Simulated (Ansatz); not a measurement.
# Heat carried by phonons in CdF2 (Fm-3m), part 3 of 3

Aim: the lattice thermal conductivity of CdF2 against temperature, and which phonons carry it.

Experimental results on record:
- thermal conductivity 4.3 W/m/K near room temperature (given in “Predicting the lattice thermal conductivity of solids by solving the Boltzmann transport equation: AFLOW - AAPL an automated, accurate and efficient framework”, 2017, arXiv:1611.05481)

Ansatz 0.2.0; DFT LDA, scalar-relativistic, plane waves, PAW.

So far. Step 2 (A first coarse run): The start is under -5.7 GPa at this level and looks like an insulator or semiconductor on this mesh. Step 4 (Tight relaxation): The residual pressure is -0.0018 GPa, small enough for phonons. The relaxed cell has a = 5.297 Å (conventional setting).

## Step 6: Third-order constants and the Boltzmann equation (continued)

300 K; a sample spread over frequency. Mode lifetimes, by row, the first 40 of 90 rows:

| q1 | q2 | q3 | branch | frequency (THz) | rms speed (km/s) | three-phonon rate (1/ps) | isotope rate (1/ps) | lifetime (ps) | mean free path (nm) |
| --- | --- | --- | --- | --- | --- | --- | --- | --- | --- |
| 0 | 0.0476 | 0.0476 | 1 | 0.347 | 1.94 | 0.0242 | 2.94e-7 | 41.3 | 80 |
| 0 | 0 | 0.1429 | 2 | 1.192 | 2.55 | 0.0669 | 9.00e-5 | 14.9 | 38 |
| 0 | 0.1429 | -0.1429 | 1 | 1.618 | 2.42 | 0.388 | 3.01e-4 | 2.58 | 6.23 |
| 0.0476 | 0.1905 | 0.2857 | 2 | 1.927 | 2.43 | 0.307 | 7.22e-4 | 3.25 | 7.9 |
| 0 | 0.1429 | 0.3333 | 1 | 2.131 | 1.74 | 0.363 | 0.00121 | 2.75 | 4.78 |
| 0.0476 | 0.1429 | -0.2381 | 1 | 2.304 | 1.89 | 0.401 | 0.00191 | 2.48 | 4.68 |
| 0.0952 | 0.2857 | 0.381 | 2 | 2.453 | 1.96 | 0.478 | 0.0028 | 2.08 | 4.09 |
| 0 | 0.0476 | -0.381 | 1 | 2.554 | 0.74 | 0.334 | 0.00431 | 2.95 | 2.17 |
| 0 | 0.1429 | -0.2857 | 2 | 2.647 | 2.36 | 0.576 | 0.00576 | 1.72 | 4.06 |
| 0 | 0.2857 | 0.4286 | 1 | 2.721 | 1.62 | 0.71 | 0.00675 | 1.4 | 2.26 |
| 0 | 0.2381 | 0.4762 | 1 | 2.804 | 1.19 | 0.576 | 0.0076 | 1.71 | 2.03 |
| 0.1429 | 0.2857 | -0.4762 | 1 | 2.887 | 1.25 | 0.559 | 0.00823 | 1.76 | 2.21 |
| 0.1429 | 0.3333 | 0.4762 | 2 | 2.958 | 2.44 | 1.11 | 0.00678 | 0.896 | 2.19 |
| 0 | 0.2857 | -0.381 | 1 | 3.036 | 0.61 | 0.603 | 0.0093 | 1.63 | 1 |
| 0.0476 | 0.4286 | 0.4762 | 1 | 3.134 | 1.37 | 0.809 | 0.00935 | 1.22 | 1.67 |
| 0.1905 | 0.381 | -0.381 | 1 | 3.226 | 1 | 0.686 | 0.0104 | 1.44 | 1.44 |
| 0.0952 | 0.4286 | -0.4286 | 1 | 3.292 | 0.9 | 0.743 | 0.0106 | 1.33 | 1.2 |
| 0.1429 | 0.4762 | -0.381 | 1 | 3.381 | 0.38 | 0.758 | 0.00776 | 1.31 | 0.492 |
| 0 | 0.1905 | -0.4286 | 2 | 3.563 | 2.24 | 0.715 | 0.00461 | 1.39 | 3.11 |
| 0.0952 | 0.4762 | -0.381 | 2 | 3.696 | 0.74 | 3.08 | 4.38e-6 | 0.325 | 0.241 |
| 0.0952 | 0.4286 | -0.381 | 2 | 3.845 | 1.55 | 3.16 | 3.15e-4 | 0.316 | 0.489 |
| 0 | 0.2857 | -0.381 | 2 | 3.983 | 1.13 | 2.05 | 0.00288 | 0.487 | 0.551 |
| 0.2381 | 0.4762 | -0.2857 | 2 | 4.129 | 0.44 | 3.31 | 1.45e-4 | 0.302 | 0.132 |
| 0.0476 | 0.1905 | -0.1905 | 3 | 4.354 | 2.53 | 0.918 | 0.00344 | 1.09 | 2.75 |
| 0 | 0.0952 | -0.2857 | 3 | 4.566 | 2.77 | 1.11 | 0.00557 | 0.898 | 2.49 |
| 0.0476 | 0.2857 | -0.381 | 3 | 4.703 | 2.37 | 2.57 | 0.00497 | 0.388 | 0.919 |
| 0.0952 | 0.3333 | -0.2857 | 3 | 4.817 | 1.25 | 1.66 | 0.0113 | 0.597 | 0.745 |
| 0.1905 | 0.4286 | -0.2381 | 5 | 4.887 | 1.81 | 1.47 | 0.0191 | 0.671 | 1.22 |
| 0.0476 | 0.1429 | 0.4286 | 3 | 4.98 | 2.01 | 1.28 | 0.0182 | 0.771 | 1.55 |
| 0.0952 | 0.2857 | -0.4286 | 3 | 5.044 | 1.6 | 2.21 | 0.0136 | 0.449 | 0.717 |
| 0.0952 | 0.2381 | -0.4762 | 3 | 5.127 | 0.86 | 1.52 | 0.0229 | 0.647 | 0.557 |
| 0.1905 | 0.4286 | -0.381 | 5 | 5.197 | 1.64 | 1.46 | 0.0253 | 0.672 | 1.1 |
| 0.1429 | 0.3333 | -0.1905 | 4 | 5.263 | 1.62 | 2.71 | 0.0064 | 0.368 | 0.595 |
| 0 | 0.3333 | 0.4286 | 4 | 5.343 | 2 | 2.92 | 0.00282 | 0.342 | 0.685 |
| 0 | 0.0952 | 0.4762 | 3 | 5.423 | 1.1 | 1.5 | 0.0197 | 0.656 | 0.724 |
| 0.1429 | 0.2857 | -0.4286 | 4 | 5.497 | 2.75 | 2.53 | 0.00767 | 0.394 | 1.08 |
| 0 | 0 | 0.4762 | 3 | 5.581 | 0.51 | 1.52 | 0.0146 | 0.652 | 0.335 |
| 0.0476 | 0.2857 | 0.381 | 4 | 5.711 | 2.16 | 3.1 | 0.00134 | 0.322 | 0.694 |
| 0.0476 | 0.4286 | 0.4762 | 6 | 5.817 | 0.95 | 1.81 | 0.0109 | 0.549 | 0.521 |
| 0 | 0.4762 | -0.4762 | 6 | 5.951 | 0.42 | 2.03 | 0.00511 | 0.492 | 0.204 |

Without the LO-TO term. Gamma linewidths, by row:

| branch | frequency (cm⁻¹) | three-phonon rate (1/ps) | isotope rate (1/ps) | FWHM (cm⁻¹) |
| --- | --- | --- | --- | --- |
| 4 | 236.9 | 1.63 | 8.66e-4 | 8.64 |
| 5 | 236.9 | 1.63 | 8.66e-4 | 8.64 |
| 6 | 236.9 | 1.63 | 8.66e-4 | 8.64 |
| 7 | 318.8 | 3.05 | 6.93e-34 | 16.2 |
| 8 | 318.8 | 3.05 | 6.93e-34 | 16.2 |
| 9 | 318.8 | 3.05 | 6.93e-34 | 16.2 |

W/m/K, third of the trace; RTA populations with a boundary rate v/L added to each mode (Matthiessen's rule). Kappa by grain size, by row:

| T (K) | bulk | 10 nm | 30 nm | 100 nm | 300 nm | 1000 nm | 10000 nm | 100000 nm |
| --- | --- | --- | --- | --- | --- | --- | --- | --- |
| 100 | 17.15 | 4.652 | 7.466 | 10.63 | 13.15 | 15.18 | 16.85 | 17.12 |
| 300 | 4.833 | 2.914 | 3.625 | 4.202 | 4.536 | 4.724 | 4.821 | 4.832 |
| 600 | 2.398 | 1.72 | 2.007 | 2.217 | 2.322 | 2.373 | 2.396 | 2.398 |

W/m/K, third of the trace; RTA populations with the isotope rates scaled. Kappa by mass disorder, by row:

| T (K) | no isotopes | as typed | variance x 3 | variance x 10 | variance x 30 |
| --- | --- | --- | --- | --- | --- |
| 100 | 17.55 | 17.15 | 16.47 | 14.8 | 12.28 |
| 300 | 4.854 | 4.833 | 4.794 | 4.669 | 4.39 |
| 600 | 2.403 | 2.398 | 2.389 | 2.359 | 2.283 |

At 300 K the relaxation-time value is 5.21 W/(m K).

## Step 7: Results

| Property | Result |
| --- | --- |
| highest frequency | 413.6 cm⁻¹ |
| Debye temperature from the second moment | 472 K |
| κ at 300 K (relaxation time) | 5.208 W/m/K |
| mean free path at half of κ | 4.23 nm |
| share of κ above the three lowest branches | 0.298 |

In words: The lattice of CdF2 conducts 5.21 W/(m K) at 300 K by LDA (mean over directions, relaxation-time solution). Above 300 K the relaxation-time κ falls as T^-0.86; the coherence part, which does not fall like the populations, is one cause of the flatter curve. Grains of 100 nm would keep 87 % of the bulk value at 300 K, and grains of 1 µm 98 %. Removing the natural isotope disorder raises κ at 300 K by 0 %. A measured thermal conductivity near room temperature is 4.3 W/m/K (arXiv:1611.05481); the calculated 5.21 W/m/K differs by +21 %. The relaxed cell is 5 % smaller in volume than the database cell, which stiffens most phonons and usually raises κ; no run here tested that. Four-phonon, defect and boundary scattering, which are left out, would lower the calculated value; thermal expansion is left out too. The last run computed the relaxation-time solution alone; it counts normal processes as resistive, so the full solution usually lies higher, most of all in good conductors. The sum rules changed one orbit of cubic constants by up to 23 %; by the manual a large change points to a short cutoff or, on a small and distant orbit, to noisy forces. The conductivities include the coherence part between close branches; the shares for grains, isotopes, branches and paths are of the relaxation-time populations alone. Cubic couplings among atoms farther apart than the pair cutoff are dropped, and neither the cutoff nor the q-mesh was shown to be converged here. The interpolation has no quadrupole term, so branches near the zone centre are less sure, since this crystal has sites that are not centres of inversion. The PAW files were made for PBE and are used here under another functional, for which the program regenerates the frozen cores.

[Hosts, paths, dates, database ids (printed as entryN), source tags and the programs' standing remarks are cut or masked in the printed files.]

[A step with changed settings may run another functional than the one named; its input shows which.]
